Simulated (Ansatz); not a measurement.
**How Ag(110) screens a field**

Wanted: the response of a Ag(110) slab to a perpendicular field.

Calculated with Ansatz 0.2.0; plane-wave DFT, PBE, Ansatz PAW, in the first sound run; inputs show where later runs differ.

## (1) Starting point

The cell holds 7 atoms: 7 Ag. Its edges and angles: a = 4.090 Å, b = 2.892 Å, c = 26.676 Å, α = 90.0°, β = 90.0°, γ = 90.0°. Vacuum lies along c.

## (2) Atoms held, field 0

A sawtooth potential applies the field, turning back in the middle of the vacuum. With the dipole correction the typed value is the field outside the slab. The induced dipole is small, so the SCF threshold is tight.

input.yaml

```yaml
crystal:
  lattice:
    - [4.09, 0.0, 0.0]
    - [0.0, 2.8920667351, 0.0]
    - [0.0, 0.0, 26.6762002052]
  atoms:
    - { symbol: Ag, position: [0.0, 0.0, 0.3373793843] }
    - { symbol: Ag, position: [0.5, 0.5, 0.3915862562] }
    - { symbol: Ag, position: [0.0, 0.0, 0.4457931281] }
    - { symbol: Ag, position: [0.5, 0.5, 0.5] }
    - { symbol: Ag, position: [0.0, 0.0, 0.5542068719] }
    - { symbol: Ag, position: [0.5, 0.5, 0.6084137438] }
    - { symbol: Ag, position: [0.0, 0.0, 0.6626206157] }
kpoints:
  mp_grid: { grid: [12, 18, 1] }
hamiltonian:
  xc: pbe
scf:
  occupations: { method: fermi_dirac, width: 0.1 }
  convergence: { dr2_threshold: 1.0e-10 }
efield:
  axis: 3
  dipole_correction: true
  ramp_position: 0.97
  ramp_width: 0.06
  amplitude: 0
output:
  forces: true
  write_potential: true
  write_density: true
  volumetric_format: npy
```

Run with:

```sh
> ansatz run input.yaml --threads 4 --pin off --max-ram 6144MiB --backend cpu --events-out ev --progress --plain --runs-dir out
```

The log of the run:

```text
Engine: ansatz 0.2.0, x86_64-unknown-linux-gnu
Pseudopotentials: kind: paw
Pseudopotential: Ag, paw, valence charge 19, recommended cutoff 420 eV (normal), Ag.paw.azcp
Functional definition: PBE
  parameter kappa = 0.804
  parameter beta = 0.066725
  exchange = pbe_x(kappa = kappa, mu = beta*pi^2/3)
  correlation = pbe_c(beta = beta)
Crystal: 7 atoms, lattice volume = 315.541 Å³
Basis set: ecut = 420 eV, 6169 PW (Γ), exchange–correlation on 60×40×360 points (8 copies of the dense FFT grid, shifted against one another)
Bands: 80, of which v1, the nominal top of the filled ones, is band 67 counted from 1 (66 counted from 0)
Symmetry: 4 space group operations
k-points: 70 of 216
Non-local potential: Ag, projectors of the file, l = 0: 3, l = 1: 2, l = 2: 2, l = 3: 1
PAW form: soft (Blöchl's): semilocal exchange-correlation on the pseudo side does not see the compensation charge
PAW one-centre angular grid: Ag, 590 points (default); XC on 64 Gauss nodes
Initial density: superposition of atomic densities (neutral atoms: chi_scale 0, normalization atom), corrected by the library's trained network
Initial wavefunctions: pseudopotential atomic-orbital guess
Functional: x = pbe(κ = 0.804, μ = 0.219515), c = pbe(β = 0.066725)
SCF iter   1: F=—  HF=-53132.543593 eV  |F-HF|=—  |Δ(HF+E_count)|=         —  Δρ=9.90e-4  dr2=3.91e-3  ethr=1.77e-3  p=0.000 e·Å  D=2.42e-13 V/Å  ΔV_dip=-0.00 eV  dr2_dipole=1.03e-8  V_vac-E_F(+/−)=4.08/4.08 eV  ⟨swp⟩=7.7  Hψ=22907  notcnv=0  defer=93
efield: sawtooth ramp at fractional position 0.9700 (set: `efield.ramp_position`, or a place that a band, a saddle search or an elastic batch's reference lends), width 0.0600; the density the first Hamiltonian is built on has a dipole p = 0.000 e·Å; the dipole correction subtracts the counter field D = 2.42e-13 V/Å, which shifts the + side's vacuum level by -0.00 eV against the − side's; the planar-averaged density in the ramp window peaks in size at 4.6e-6 e/Å³
preconditioner: auto → LDOS  [metal: Δε(μ)=0.015 eV  Ē_g=9.017 eV  σ=0.100 eV  W_gap=0.04  n_scr=64 (ndim 8)  ℏωp=18.3 eV  f_vac=0.575  D(μ)=2.06/eV (n_scr^D=8)  β→1.0]
SCF iter   2: F=—  HF=-53132.551948 eV  |F-HF|=—  |Δ(HF+E_count)|=   8.36e-3  Δρ=1.05e-3  dr2=3.41e-3  ethr=2.94e-6  p=-0.000 e·Å  D=-3.76e-7 V/Å  ΔV_dip=0.00 eV  dr2_dipole=1.12e-8  V_vac-E_F(+/−)=4.12/4.12 eV  ⟨swp⟩=3.0  Hψ=13946  notcnv=0  defer=202
SCF iter   3: F=—  HF=-53132.551037 eV  |F-HF|=—  |Δ(HF+E_count)|=   9.11e-4  Δρ=2.04e-4  dr2=1.11e-4  ethr=2.56e-6  p=-0.000 e·Å  D=-6.87e-7 V/Å  ΔV_dip=0.00 eV  dr2_dipole=2.49e-9  V_vac-E_F(+/−)=4.12/4.12 eV  ⟨swp⟩=2.4  Hψ=9561  notcnv=0  defer=202
SCF iter   4: F=—  HF=-53132.551043 eV  |F-HF|=—  |Δ(HF+E_count)|=   6.17e-6  Δρ=5.08e-5  dr2=9.20e-6  ethr=8.37e-8  p=-0.000 e·Å  D=-1.59e-8 V/Å  ΔV_dip=0.00 eV  dr2_dipole=1.00e-10  V_vac-E_F(+/−)=4.12/4.12 eV  ⟨swp⟩=2.3  Hψ=9496  notcnv=0  defer=202
SCF iter   5: F=—  HF=-53132.551132 eV  |F-HF|=—  |Δ(HF+E_count)|=   8.98e-5  Δρ=2.19e-5  dr2=1.31e-6  ethr=6.92e-9  p=0.000 e·Å  D=1.05e-7 V/Å  ΔV_dip=-0.00 eV  dr2_dipole=3.75e-12  V_vac-E_F(+/−)=4.13/4.13 eV  ⟨swp⟩=2.7  Hψ=10751  notcnv=0  defer=201
SCF iter   6: F=—  HF=-53132.551133 eV  |F-HF|=—  |Δ(HF+E_count)|=   3.21e-7  Δρ=5.47e-6  dr2=8.49e-8  ethr=9.86e-10  p=0.000 e·Å  D=7.06e-8 V/Å  ΔV_dip=-0.00 eV  dr2_dipole=1.70e-13  V_vac-E_F(+/−)=4.13/4.13 eV  ⟨swp⟩=2.0  Hψ=8048  notcnv=0  defer=201
SCF iter   7: F=—  HF=-53132.551133 eV  |F-HF|=—  |Δ(HF+E_count)|=   9.77e-8  Δρ=2.00e-6  dr2=1.20e-8  ethr=6.39e-11  p=0.000 e·Å  D=3.92e-8 V/Å  ΔV_dip=-0.00 eV  dr2_dipole=5.31e-14  V_vac-E_F(+/−)=4.13/4.13 eV  ⟨swp⟩=2.5  Hψ=10200  notcnv=0  defer=201
SCF iter   8: F=—  HF=-53132.551133 eV  |F-HF|=—  |Δ(HF+E_count)|=   2.94e-8  Δρ=4.93e-7  dr2=7.20e-10  ethr=9.02e-12  p=0.000 e·Å  D=1.10e-8 V/Å  ΔV_dip=-0.00 eV  dr2_dipole=3.24e-14  V_vac-E_F(+/−)=4.13/4.13 eV  ⟨swp⟩=2.3  Hψ=8103  notcnv=0  defer=201
SCF iter   9: F=—  HF=-53132.551133 eV  |F-HF|=—  |Δ(HF+E_count)|=   1.01e-9  Δρ=2.00e-7  dr2=1.02e-10  ethr=1.00e-12  p=0.000 e·Å  D=1.75e-9 V/Å  ΔV_dip=-0.00 eV  dr2_dipole=3.22e-15  V_vac-E_F(+/−)=4.13/4.13 eV  ⟨swp⟩=16.8  Hψ=34276  notcnv=0
SCF iter  10: F=-53132.551133 eV  HF=-53132.551133 eV  |F-HF|=2.26e-10  |Δ(HF+E_count)|=  4.87e-10  Δρ=5.98e-8  dr2=1.01e-11  ethr=1.00e-12  p=0.000 e·Å  D=4.45e-10 V/Å  ΔV_dip=-0.00 eV  dr2_dipole=1.80e-16  V_vac-E_F(+/−)=4.13/4.13 eV  ⟨swp⟩=7.9  Hψ=27187  notcnv=0
SCF 1 converged in 10 iterations: F = -53132.551133 eV  dr2 = 1.01e-11
  greatest PAW one-centre occupation: 1.000 electrons in one spin orbital (limit 2), on the Ag atom at site 3 (counted from 0), in its partial waves of l = 0
WARN: The output density's exchange-correlation potential varies sharply where the density is thin. Do not read a vacuum level from v_tot or v_xc, or from such a field of the output density. On a cell that repeats whose density bears no net charge and no dipole along the vacuum's axis use v_es (v_loc + v_h of the components); under efield.dipole_correction with no amplitude use v_es + v_field, which holds any externa [...]
SCF converged after 10 iterations
Free energy (F): -53132.551133 eV
Harris-Foulkes:  -53132.551133 eV  (|F-HF|=2.26e-10)
Internal energy: -53132.484369 eV  (E = F + TS)
E sigma→0 (E₀):  -53132.517751 eV
Entropy (-TS):   -0.066764 eV (-9.538 meV/atom)
Fermi energy:    4.024009 eV
Dipole field:    D = -0.000000 V/Å  (p = -0.000000 e·Å, saw-weighted, corrected)
Work function:   Φ+ = 4.1268 eV   Φ− = 4.1268 eV
Levels:          The Fermi level and band energies are counted from a zero that moves with the ramp; work functions are not
--- Per-component energies (eV) ---
  E_band       = -3396.492804
  E_kinetic    = 3691.510759
  E_local      = -248814.550103  (includes V_loc(G=0)·N_el)
  E_nonlocal   = 561.542442
  E_hartree    = 122845.253607
  E_xc         = -1292.006238
  E_vxc        = -1641.267613  (∫ρ·V_xc dr)
  E_paw        = -27316.119547  (= ΣΔE_a)
  E_vpaw       = -2884.237259  (= ΣTr[D̂ρ^β])
  E_aug_tail   = 0.002282  (compensation charges beyond the density's cutoff)
  E_efield     = 0.000000  (sawtooth field / dipole correction)
  E_vefield    = 0.000000  (∫n·V_field dr)
  E_ewald      = 97191.882428
  E_smearing   = -0.066764  (= −TS)
  E_closure    = -0.000000  (closes the sum)
  Σ components = -53132.551133   (vs F -53132.551133, Δ=0.00e0)
--- Forces (eV/Å), atoms counted from 1 ---
  atom   1  Ag     0.00000000     0.00000000     0.05670927
  atom   2  Ag     0.00000000     0.00000000    -0.32459323
  atom   3  Ag     0.00000000     0.00000000    -0.02892550
  atom   4  Ag     0.00000000     0.00000000     0.00000000
  atom   5  Ag     0.00000000     0.00000000     0.02892550
  atom   6  Ag     0.00000000     0.00000000     0.32459324
  atom   7  Ag     0.00000000     0.00000000    -0.05670927
  max |Σ_I F_I| component: 1.12e-8 eV/Å
--- Band table (eV; the first three rows and the last of 70) ---
  k-point 0: bands = [... 63 lower, 1.1252, 1.2393, 1.2406, 2.6516, 4.4471, 6.2565, 6.3426, 7.7682, ... 9 higher]
  k-point 1: bands = [... 63 lower, 1.1812, 1.1852, 1.2525, 2.6970, 4.5098, 6.4058, 6.4084, 7.8256, ... 9 higher]
  k-point 2: bands = [... 63 lower, 1.1011, 1.2284, 1.2926, 2.8330, 4.6932, 6.6004, 6.8257, 7.9960, ... 9 higher]
  k-point 69: bands = [... 63 lower, 4.2368, 4.3086, 5.7319, 5.9481, 7.5422, 7.6771, 7.6987, 7.9451, ... 9 higher]
```

The job ended after 45 s (4 threads of Intel Xeon Platinum 8488C (Sapphire Rapids), shared host; peak memory 1.6 GiB).

Reading the cycles: dr2 is the Hartree energy of the density residual (eV), the measure of convergence; HF is the Harris–Foulkes estimate of the energy, which meets the free energy F at convergence.

This step gave:

- energy at zero smearing: -53132.5178 eV
- work function, upper face: 4.127 eV
- dipole along the normal: -2.43e-8 e·Å

Running mean over 1.446 Å of the planar mean; the ramp of the sawtooth is left out. Table of electron's electrostatic potential energy less the Fermi level by z:

```tsv
z (Å)	electron's electrostatic potential energy less the Fermi level (eV)
3.5	4.13
4.0	4.13
4.5	4.13
5.0	4.12
5.5	4.12
6.0	4.10
6.5	4.05
7.0	3.86
7.5	3.10
8.0	0.779
8.5	-2.54
9.0	-4.97
9.5	-5.77
10.0	-5.94
10.5	-6.02
11.0	-6.06
11.5	-6.07
12.0	-6.06
12.5	-6.06
13.0	-6.07
13.5	-6.07
14.0	-6.07
14.5	-6.06
15.0	-6.07
15.5	-6.06
16.0	-6.04
16.5	-5.97
17.0	-5.85
17.5	-5.41
18.0	-3.58
18.5	-0.375
19.0	2.48
19.5	3.70
20.0	4.01
20.5	4.09
21.0	4.12
21.5	4.12
22.0	4.13
22.5	4.13
23.0	4.13
23.5	4.13
```

Force by atom:

```tsv
atom	x (eV/Å)	y (eV/Å)	z (eV/Å)	size
Ag1	0.000	0.000	0.057	0.057
Ag2	0.000	0.000	-0.325	0.325
Ag3	0.000	0.000	-0.029	0.029
Ag4	0.000	0.000	0.000	0.000
Ag5	0.000	0.000	0.029	0.029
Ag6	0.000	0.000	0.325	0.325
Ag7	0.000	0.000	-0.057	0.057
```

The work function of the upper face is 4.13 eV.

## (3) Atoms held, field 0.05 V/Å

Changes to input.yaml since step 2:

```diff
@@ -25,3 +25,3 @@
   ramp_width: 0.06
-  amplitude: 0
+  amplitude: 0.05
 output:
```

The log of the run:

```text
[...]
Crystal: 7 atoms, lattice volume = 315.541 Å³
Basis set: ecut = 420 eV, 6169 PW (Γ), exchange–correlation on 60×40×360 points (8 copies of the dense FFT grid, shifted against one another)
Bands: 80, of which v1, the nominal top of the filled ones, is band 67 counted from 1 (66 counted from 0)
Symmetry: 4 space group operations
k-points: 70 of 216
[...]
k-point 0: bands = [... 63 lower, 1.1250, 1.2391, 1.2404, 2.6513, 4.4468, 6.2563, 6.3413, 7.7392, ... 9 higher]
  k-point 1: bands = [... 63 lower, 1.1810, 1.1850, 1.2523, 2.6968, 4.5095, 6.4056, 6.4071, 7.7965, ... 9 higher]
  k-point 2: bands = [... 63 lower, 1.1009, 1.2282, 1.2924, 2.8328, 4.6929, 6.5990, 6.8255, 7.9667, ... 9 higher]
  k-point 69: bands = [... 63 lower, 4.2366, 4.3084, 5.7318, 5.9479, 7.5420, 7.6769, 7.6985, 7.9449, ... 9 higher]
[key lines of the parts left out:]
SCF converged after 13 iterations
Free energy (F): -53132.552075 eV
Fermi energy:    4.023811 eV
Dipole field:    D = 0.021609 V/Å  (p = 0.037681 e·Å, saw-weighted, corrected)
```

Wall time 49 s (4 threads); peak memory 1.5 GiB.

The dipole is 0.0377 e·Å.

## (4) Single point, field -0.05 V/Å

Changes to input.yaml since step 3:

```diff
@@ -25,3 +25,3 @@
   ramp_width: 0.06
-  amplitude: 0.05
+  amplitude: -0.05
 output:
```

The log of the run:

```text
[...]
Crystal: 7 atoms, lattice volume = 315.541 Å³
Basis set: ecut = 420 eV, 6169 PW (Γ), exchange–correlation on 60×40×360 points (8 copies of the dense FFT grid, shifted against one another)
Bands: 80, of which v1, the nominal top of the filled ones, is band 67 counted from 1 (66 counted from 0)
Symmetry: 4 space group operations
k-points: 70 of 216
[...]
k-point 0: bands = [... 63 lower, 1.1250, 1.2391, 1.2404, 2.6513, 4.4468, 6.2563, 6.3413, 7.7392, ... 9 higher]
  k-point 1: bands = [... 63 lower, 1.1810, 1.1850, 1.2523, 2.6968, 4.5095, 6.4056, 6.4071, 7.7965, ... 9 higher]
  k-point 2: bands = [... 63 lower, 1.1009, 1.2282, 1.2924, 2.8328, 4.6929, 6.5990, 6.8255, 7.9667, ... 9 higher]
  k-point 69: bands = [... 63 lower, 4.2366, 4.3084, 5.7318, 5.9479, 7.5420, 7.6769, 7.6985, 7.9449, ... 9 higher]
[key lines of the parts left out:]
SCF converged after 13 iterations
Free energy (F): -53132.552075 eV
Fermi energy:    4.023811 eV
Dipole field:    D = -0.021609 V/Å  (p = -0.037681 e·Å, saw-weighted, corrected)
```

Wall time 49 s (4 threads); peak memory 1.5 GiB; 3.2 min of CPU time.

The dipole is -0.0377 e·Å.

## (5) Atoms held, field 0.1 V/Å

Changes to input.yaml since step 4:

```diff
@@ -25,3 +25,3 @@
   ramp_width: 0.06
-  amplitude: -0.05
+  amplitude: 0.1
 output:
```

The log of the run:

```text
[...]
Crystal: 7 atoms, lattice volume = 315.541 Å³
Basis set: ecut = 420 eV, 6169 PW (Γ), exchange–correlation on 60×40×360 points (8 copies of the dense FFT grid, shifted against one another)
Bands: 80, of which v1, the nominal top of the filled ones, is band 67 counted from 1 (66 counted from 0)
Symmetry: 4 space group operations
k-points: 70 of 216
[...]
k-point 0: bands = [... 63 lower, 1.1244, 1.2385, 1.2398, 2.6507, 4.4458, 6.2557, 6.3374, 7.6579, ... 9 higher]
  k-point 1: bands = [... 63 lower, 1.1804, 1.1845, 1.2517, 2.6962, 4.5086, 6.4031, 6.4050, 7.7150, ... 9 higher]
  k-point 2: bands = [... 63 lower, 1.1003, 1.2276, 1.2918, 2.8321, 4.6919, 6.5948, 6.8249, 7.8850, ... 9 higher]
  k-point 69: bands = [... 63 lower, 4.2360, 4.3078, 5.7312, 5.9473, 7.5415, 7.6763, 7.6979, 7.9442, ... 9 higher]
[key lines of the parts left out:]
SCF converged after 13 iterations
Free energy (F): -53132.554901 eV
Fermi energy:    4.023213 eV
Dipole field:    D = 0.043220 V/Å  (p = 0.075367 e·Å, saw-weighted, corrected)
```

Elapsed: 51 s, on 4 threads; peak memory 1.5 GiB; 3.3 min of CPU time.

The dipole is 0.0754 e·Å.

## (6) Atoms held, field -0.1 V/Å

Changes to input.yaml since step 5:

```diff
@@ -25,3 +25,3 @@
   ramp_width: 0.06
-  amplitude: 0.1
+  amplitude: -0.1
 output:
```

The log of the run:

```text
[...]
Crystal: 7 atoms, lattice volume = 315.541 Å³
Basis set: ecut = 420 eV, 6169 PW (Γ), exchange–correlation on 60×40×360 points (8 copies of the dense FFT grid, shifted against one another)
Bands: 80, of which v1, the nominal top of the filled ones, is band 67 counted from 1 (66 counted from 0)
Symmetry: 4 space group operations
k-points: 70 of 216
[...]
k-point 0: bands = [... 63 lower, 1.1244, 1.2385, 1.2398, 2.6507, 4.4458, 6.2557, 6.3374, 7.6579, ... 9 higher]
  k-point 1: bands = [... 63 lower, 1.1804, 1.1845, 1.2517, 2.6962, 4.5086, 6.4031, 6.4050, 7.7150, ... 9 higher]
  k-point 2: bands = [... 63 lower, 1.1003, 1.2276, 1.2918, 2.8321, 4.6919, 6.5948, 6.8249, 7.8850, ... 9 higher]
  k-point 69: bands = [... 63 lower, 4.2360, 4.3078, 5.7312, 5.9473, 7.5415, 7.6763, 7.6979, 7.9442, ... 9 higher]
[key lines of the parts left out:]
SCF converged after 13 iterations
Free energy (F): -53132.554901 eV
Fermi energy:    4.023213 eV
Dipole field:    D = -0.043220 V/Å  (p = -0.075367 e·Å, saw-weighted, corrected)
```

It took 50 s on 4 threads; peak memory 1.5 GiB; 3.3 min of CPU time.

The dipole is -0.0754 e·Å.

## (7) Single point, field 0.2 V/Å

Changes to input.yaml since step 6:

```diff
@@ -25,3 +25,3 @@
   ramp_width: 0.06
-  amplitude: -0.1
+  amplitude: 0.2
 output:
```

The log of the run:

```text
[...]
Crystal: 7 atoms, lattice volume = 315.541 Å³
Basis set: ecut = 420 eV, 6169 PW (Γ), exchange–correlation on 60×40×360 points (8 copies of the dense FFT grid, shifted against one another)
Bands: 80, of which v1, the nominal top of the filled ones, is band 67 counted from 1 (66 counted from 0)
Symmetry: 4 space group operations
k-points: 70 of 216
[...]
k-point 0: bands = [... 63 lower, 1.1220, 1.2361, 1.2374, 2.6481, 4.4420, 6.2533, 6.3202, 7.3883, ... 9 higher]
  k-point 1: bands = [... 63 lower, 1.1778, 1.1823, 1.2493, 2.6936, 4.5047, 6.3856, 6.4026, 7.4454, ... 9 higher]
  k-point 2: bands = [... 63 lower, 1.0979, 1.2253, 1.2895, 2.8295, 4.6880, 6.5763, 6.8225, 7.6155, ... 9 higher]
  k-point 69: bands = [... 63 lower, 4.2337, 4.3054, 5.7289, 5.9450, 7.5392, 7.6738, 7.6955, 7.9417, ... 9 higher]
[key lines of the parts left out:]
SCF converged after 13 iterations
Free energy (F): -53132.566207 eV
Fermi energy:    4.020813 eV
Dipole field:    D = 0.086458 V/Å  (p = 0.150765 e·Å, saw-weighted, corrected)
```

The job ended after 52 s (4 threads; peak memory 1.5 GiB; 3.4 min of CPU time).

The dipole is 0.151 e·Å.

## (8) Single point, field -0.2 V/Å

Changes to input.yaml since step 7:

```diff
@@ -25,3 +25,3 @@
   ramp_width: 0.06
-  amplitude: 0.2
+  amplitude: -0.2
 output:
```

The log of the run:

```text
[...]
Crystal: 7 atoms, lattice volume = 315.541 Å³
Basis set: ecut = 420 eV, 6169 PW (Γ), exchange–correlation on 60×40×360 points (8 copies of the dense FFT grid, shifted against one another)
Bands: 80, of which v1, the nominal top of the filled ones, is band 67 counted from 1 (66 counted from 0)
Symmetry: 4 space group operations
k-points: 70 of 216
[...]
k-point 0: bands = [... 63 lower, 1.1220, 1.2361, 1.2374, 2.6481, 4.4420, 6.2533, 6.3202, 7.3883, ... 9 higher]
  k-point 1: bands = [... 63 lower, 1.1778, 1.1823, 1.2493, 2.6936, 4.5047, 6.3856, 6.4026, 7.4454, ... 9 higher]
  k-point 2: bands = [... 63 lower, 1.0979, 1.2253, 1.2895, 2.8295, 4.6880, 6.5763, 6.8225, 7.6155, ... 9 higher]
  k-point 69: bands = [... 63 lower, 4.2337, 4.3054, 5.7289, 5.9450, 7.5392, 7.6738, 7.6955, 7.9417, ... 9 higher]
[key lines of the parts left out:]
SCF converged after 13 iterations
Free energy (F): -53132.566207 eV
Fermi energy:    4.020813 eV
Dipole field:    D = -0.086458 V/Å  (p = -0.150765 e·Å, saw-weighted, corrected)
```

Run time: 50 s. Hardware: 4 threads; peak memory 1.5 GiB; 3.2 min of CPU time.

The dipole is -0.151 e·Å.

## (9) Atoms held, field 0.4 V/Å

Changes to input.yaml since step 8:

```diff
@@ -25,3 +25,3 @@
   ramp_width: 0.06
-  amplitude: -0.2
+  amplitude: 0.4
 output:
@@ -31 +31,2 @@
   volumetric_format: npy
+  elf: true
```

The log of the run:

```text
[...]
Crystal: 7 atoms, lattice volume = 315.541 Å³
Basis set: ecut = 420 eV, 6169 PW (Γ), exchange–correlation on 60×40×360 points (8 copies of the dense FFT grid, shifted against one another)
Bands: 80, of which v1, the nominal top of the filled ones, is band 67 counted from 1 (66 counted from 0)
Symmetry: 4 space group operations
k-points: 70 of 216
[...]
k-point 0: bands = [... 63 lower, 1.1125, 1.2265, 1.2278, 2.6374, 4.4261, 6.2095, 6.2436, 6.7485, ... 9 higher]
  k-point 1: bands = [... 63 lower, 1.1677, 1.1731, 1.2397, 2.6830, 4.4888, 6.2719, 6.3929, 6.8079, ... 9 higher]
  k-point 2: bands = [... 63 lower, 1.0882, 1.2156, 1.2799, 2.8189, 4.6718, 6.4546, 6.8128, 6.9846, ... 9 higher]
  k-point 69: bands = [... 63 lower, 4.2241, 4.2957, 5.7196, 5.9355, 7.5299, 7.6638, 7.6856, 7.9315, ... 9 higher]
[key lines of the parts left out:]
SCF converged after 13 iterations
Free energy (F): -53132.611456 eV
Fermi energy:    4.011034 eV
Dipole field:    D = 0.173070 V/Å  (p = 0.301798 e·Å, saw-weighted, corrected)
```

Run time: 49 s. Hardware: 4 threads; peak memory 1.5 GiB.

Running mean over 1.446 Å of the planar mean, with the applied field; the ramp of the sawtooth is left out. Electron's electrostatic potential energy less the Fermi level against z:

```tsv
z (Å)	electron's electrostatic potential energy less the Fermi level (eV)
3.5	2.52
4.0	2.72
4.5	2.92
5.0	3.12
5.5	3.31
6.0	3.49
6.5	3.62
7.0	3.59
7.5	2.96
8.0	0.733
8.5	-2.55
9.0	-4.97
9.5	-5.77
10.0	-5.95
10.5	-6.02
11.0	-6.06
11.5	-6.07
12.0	-6.06
12.5	-6.07
13.0	-6.07
13.5	-6.07
14.0	-6.06
14.5	-6.06
15.0	-6.07
15.5	-6.07
16.0	-6.04
16.5	-5.97
17.0	-5.85
17.5	-5.40
18.0	-3.57
18.5	-0.339
19.0	2.60
19.5	3.94
20.0	4.41
20.5	4.68
21.0	4.90
21.5	5.11
22.0	5.31
22.5	5.51
23.0	5.71
23.5	5.91
```

The dipole is 0.302 e·Å.

(Part 1 of 2 ends here.)

[Long decimals in the printed logs are rounded to 6 places.]

[Logs are printed without paths, hosts, clocks, repeated set-up lines and the standing remarks that a program may print on its own settings, such as how far it seeks lower states.]

[Hosts, paths, dates, database ids (printed as entryN), source tags and the programs' standing remarks are cut or masked in the printed files.]

[Maps of the electrostatic potential energy from Ansatz leave out the sawtooth potential of an applied field or a dipole correction, so their vacuum need not be flat; planar profiles and work functions include it.]
